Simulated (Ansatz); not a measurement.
# BaSc3, from a guessed structure to a relaxed one, part 2 of 2

This structure for BaSc3 is made up. Its elements were placed in a known structure type with a cell scaled to their sizes. What cell does the guess relax to, and how far off was it?

Ansatz 0.2.0; DFT, PBE, plane-wave PAW, files of the set soft_1, scalar-relativistic, no spin, cell and ions relaxed at zero pressure; PAW set soft_1 (the session's first sound run).

So far: The structure; Relaxing cell and atoms. The relaxed cell has a = 4.950 Å (conventional setting).

## Step 3: Bands of the relaxed cell

With the geometry fixed, one more self-consistent run, with a narrower smearing and the mesh shown in its input, gives the bands, and its pressure, and its forces where symmetry allows any, show how far the geometry depends on these settings.

This step: DFT, PBE, plane-wave PAW, files of the set soft_1, scalar-relativistic, no spin, bands and density of states at the relaxed cell; PAW set soft_1 (Ansatz 0.2.0).

input.yaml reads:

```yaml
crystal:
  lattice:
    - [4.9497211365, 0.0, 0.0]
    - [0.0, 4.9497211365, 0.0]
    - [0.0, 0.0, 4.9497211365]
  atoms:
    - { symbol: Ba, position: [0.0, 0.0, 0.0] }
    - { symbol: Sc, position: [0.5, 0.0, 0.5] }
    - { symbol: Sc, position: [0.5, 0.5, 0.0] }
    - { symbol: Sc, position: [0.0, 0.5, 0.5] }
kpoints:
  mp_grid: { grid: [6, 6, 6] }
  band_path:
    path:
      - [[0.0, 0.0, 0.0], [0.0, 0.5, 0.0], [0.5, 0.5, 0.0], [0.0, 0.0, 0.0], [0.5, 0.5, 0.5], [0.0, 0.5, 0.0]]
      - [[0.5, 0.5, 0.0], [0.5, 0.5, 0.5]]
    npoints: 13
scf:
  occupations: { method: fermi_dirac, width: 0.03 }
  n_extra_bands: 8
hamiltonian:
  xc: pbe
  pseudopotentials: { kind: paw, azcp: { folder: soft_1 } }
output:
  forces: true
  stress: true
  write_bands: true
  dos: { projected: true }
  write_density: true
  write_potential: true
  elf: true
  volumetric_format: npy
```

On the command line:

```
$ ansatz run input.yaml --threads 4 --pin off --max-ram 8192MiB --backend cpu --events-out ev --progress --plain --runs-dir out
```

Numbers of over 12 decimals in the logs are rounded to 6 here.

The log of the run:

```text
[...]
Crystal: 4 atoms, lattice volume = 121.267 Å³
Basis set: ecut = 420 eV, 2373 PW (Γ), exchange–correlation on 72×72×72 points (8 copies of the dense FFT grid, shifted against one another)
Bands: 30, of which v1, the nominal top of the filled ones, is band 22 counted from 1 (21 counted from 0)
Symmetry: 48 space group operations
[...]
k-points: 20 of 216
[...]
SCF iter   1: F=—  HF=-12356.701972 eV  |F-HF|=—  |Δ(HF+E_count)|=         —  Δρ=4.01e-2  dr2=5.37e0  ethr=3.10e-3  ⟨swp⟩=6.3  Hψ=2546  notcnv=0
[...]
SCF iter   8: F=-12355.520867 eV  HF=-12355.520867 eV  |F-HF|=2.53e-10  |Δ(HF+E_count)|=   2.69e-8  Δρ=2.68e-6  dr2=1.02e-8  ethr=2.33e-10  ⟨swp⟩=13.1  Hψ=3705  notcnv=0
SCF 1 converged in 8 iterations: F = -12355.520867 eV  dr2 = 1.02e-8
[...]
NSCF: frozen V_eff on 80 k-points
SCF converged after 8 iterations
Free energy (F): -12355.520867 eV
[...]
Internal energy: -12355.489802 eV  (E = F + TS)
E sigma→0 (E₀):  -12355.505334 eV
Entropy (-TS):   -0.031064 eV (-7.766 meV/atom)
Fermi energy:    8.671215 eV
[...]
--- Stress (GPa, compression-positive) ---
       -0.029710       0.000000      -0.000000
       -0.000000      -0.029710       0.000000
        0.000000       0.000000      -0.029710
  P = ⅓ Tr σ = -0.0297 GPa (-0.297 kbar)
--- Band table (eV; the first three rows and the last of 20) ---
  k-point 0: bands = [... 18 lower, 7.0577, 7.9160, 8.1436, 8.1436, 8.1436, 10.0906, 10.0906, 10.0906, ... 4 higher]
  k-point 1: bands = [... 18 lower, 7.2163, 7.9653, 8.2401, 8.2401, 8.2454, 9.9239, 10.1765, 10.1765, ... 4 higher]
  k-point 2: bands = [... 18 lower, 7.6129, 8.2541, 8.5109, 8.5109, 8.5354, 9.5087, 9.7352, 9.7352, ... 4 higher]
  k-point 19: bands = [... 18 lower, 6.7947, 8.2458, 8.5222, 9.7373, 9.7373, 9.7373, 10.0971, 10.0971, ... 4 higher]
```

Wall time 3.3 s (4 threads of Arm Neoverse V1, shared host); peak memory 0.47 GiB.

This step gave:

```yaml
free_energy: -12355.5209 eV
energy_at_zero_smearing: -12355.5053 eV
smearing_term_ts: 0.03106 eV
pressure: -0.02971 GPa
```

From bands.tsv, the bands that come nearest the Fermi level along the path, at its corners, in eV from the Fermi level:

```tsv
point	band 18	band 19	band 20	band 21	band 22	band 23	band 24	band 25
Γ	-1.61	-1.61	-0.76	-0.53	-0.53	-0.53	1.42	1.42
X	-2.43	-0.79	-0.12	0.11	0.11	0.21	0.43	0.65
M	-0.89	-0.89	-0.75	0.12	0.29	0.29	0.58	0.58
Γ	-1.61	-1.61	-0.76	-0.53	-0.53	-0.53	1.42	1.42
R	-1.88	-1.88	-0.43	-0.15	1.07	1.07	1.07	1.43
X	-2.43	-0.79	-0.12	0.11	0.11	0.21	0.43	0.65
M	-0.89	-0.89	-0.75	0.12	0.29	0.29	0.58	0.58
R	-1.88	-1.88	-0.43	-0.15	1.07	1.07	1.07	1.43
```

Counts of states for the cell as run, both spins, by energy window (eV from the Fermi level):

| from | to | total |
| --- | --- | --- |
| -8 | -7 | 0.00 |
| -7 | -6 | 0.00 |
| -6 | -5 | 0.00 |
| -5 | -4 | 0.02 |
| -4 | -3 | 0.50 |
| -3 | -2 | 1.48 |
| -2 | -1 | 2.93 |
| -1 | 0 | 6.19 |
| 0 | 1 | 7.31 |

A further 32.0 states lie below the table's range.

ELF in the ac plane at fractional y = 0.000, with atoms of Ba and Sc within 0.2 Å of it. It is the smooth field of the valence electrons, not physical close to the nuclei.

Ten even steps from '0' (0.02) to '9' (0.82), each cell a mean:
```
05972267414992
99941355422699
87411122211268
32110012101122
22210467620222
65412754751256
76412741661267
44311676731244
21110145300112
64211111111135
99731244321489
48961356413896
03972267414980
```
Columns run along a (4.9 Å), rows up along c (4.9 Å). Atoms in or near the plane, at fractional coordinates: Ba at (0.00, 0.00), Sc at (0.50, 0.50).

Valence density in the ac plane at fractional y = 0.000, with atoms of Ba and Sc within 0.2 Å of it. It is the smooth field of the valence electrons, not physical close to the nuclei.

Ten steps, logarithmic in the rise over the least value, from '0' (0.1 e/Å³) to '9' (8.1 e/Å³), each cell a mean:
```
45531000002455
55420000001355
44210000000134
11000122200011
00001467620000
00002799851000
00003799951000
00002688741000
00000245310000
32100011000123
55310000001245
55531000001455
45541000002554
```
Columns run along a (4.9 Å), rows up along c (4.9 Å). Atoms in or near the plane, at fractional coordinates: Ba at (0.00, 0.00), Sc at (0.50, 0.50).

Electrostatic potential energy in the ac plane at fractional y = 0.000, with atoms of Ba and Sc within 0.2 Å of it. With pseudopotentials it is smooth inside the atoms' cores, unlike the true potential.

Ten even steps from '_' (-52 eV) to '@' (12 eV), each cell a mean:
```
____==##@@@@@@@@@@@@%%**::__
::==**%%@@@@@@@@@@@@@@##++--
**##%%@@@@@@@@@@@@@@@@%%%%##
@@@@@@@@@@%%%%##%%@@@@@@@@@@
@@@@@@@@%%**====++##@@@@@@@@
@@@@@@@@##==..__::**%%@@@@@@
@@@@@@@@##--____..++%%@@@@@@
@@@@@@@@%%++::::--##%%@@@@@@
@@@@@@@@@@%%****##%%@@@@@@@@
%%%%@@@@@@@@%%%%@@@@@@@@%%%%
==++##%%@@@@@@@@@@@@@@%%##++
__::++%%@@@@@@@@@@@@%%##--..
____--##@@@@@@@@@@@@%%**::__
```
Columns run along a (4.9 Å; values clipped at the 3rd and 97th percentile), rows up along c (4.9 Å). Atoms in or near the plane, at fractional coordinates: Ba at (0.00, 0.00), Sc at (0.50, 0.50).

## Step 4: Summary of results

```
space group, relaxed : Pm-3m
conventional cell    : a = 4.950, b = 4.950, c = 4.950 Å; α = 90.0°, β = 90.0°, γ = 90.0°
volume per atom      : 30.32 Å³ (guess 29.29)
```

**Reading.** BaSc3 relaxes to Pm-3m with a = 4.950, b = 4.950 and c = 4.950 Å. The guessed volume was 3 % too small. The space group Pm-3m was held in the relaxation, so the end point is a stationary structure within it and may be a saddle against distortions or other arrangements. Bands cross the Fermi level, so it is a metal or semimetal at this level. The electron count is odd, which forces that without spin polarisation or a larger cell. On the 6×6×6 mesh with the narrower smearing (relaxed on 6×6×6) the forces vanish, as symmetry may demand, and the largest stress component is 0.030 GPa, within the relaxation's thresholds of 0.015 eV/Å and 0.05 GPa. The cutoff wasn't tested. Spin-orbit coupling is left out, which can matter for elements this heavy. No dispersion term is used, so weakly bound directions may come out too long. Nothing here tests whether the compound is stable against decomposition.

[Logs are printed without paths, hosts, clocks, repeated set-up lines and the standing remarks that a program may print on its own settings, such as how far it seeks lower states.]

[Hosts, paths, dates, database ids (printed as entryN), source tags and the programs' standing remarks are cut or masked in the printed files.]
